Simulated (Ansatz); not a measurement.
# A thicker film of LiCl (001) from two thinner ones

In a field along its normal an insulating film takes a dipole p. Written as a length, p/(ε₀AE), it should grow by 1 − 1/ε for each ångström added.

Set-up. Ansatz 0.2.0, plane waves with PAW datasets (its set soft_2), PBE; rocksalt films relaxed at a bulk in-plane lattice constant near the measured one, then held in weak fields of both signs with a dipole correction (A is the cell's area, E the outer field).

| run | distance between the outer atoms (Å) | p/(ε₀AE) (Å) |
| --- | --- | --- |
| 3 units | 5.242 | 5.416 |
| 5 units | 10.411 | 8.818 |
| 8 units | 18.150 | ? |

Q: Estimate the withheld value from the rows shown.

Two rows fix a line: slope = (8.818 − 5.416) / (10.411 − 5.242) = 0.6582, intercept 1.9656. That slope means ε = 1/(1 − 0.6582) = 2.93. At 18.150 it gives 0.6582 × 18.150 + 1.9656 = 13.912 Å, beyond the rows fitted. Rounding of the rows alone allows about ±0.003 Å there; two rows can't show whether the line holds.

The run itself gives 13.929 Å: a miss of +0.017 Å, or 0.1 % of the value. The length is met to within 1 %, though ε is more sensitive than the length: the two thickest films give ε = 2.94.

**Limits.** This is the electronic response alone. A unit is one step of the cut along the normal (a plane, a pair of planes or a cell), and the layers relax along it, away from their bulk spacing where the functional's lattice constant differs from the one held.
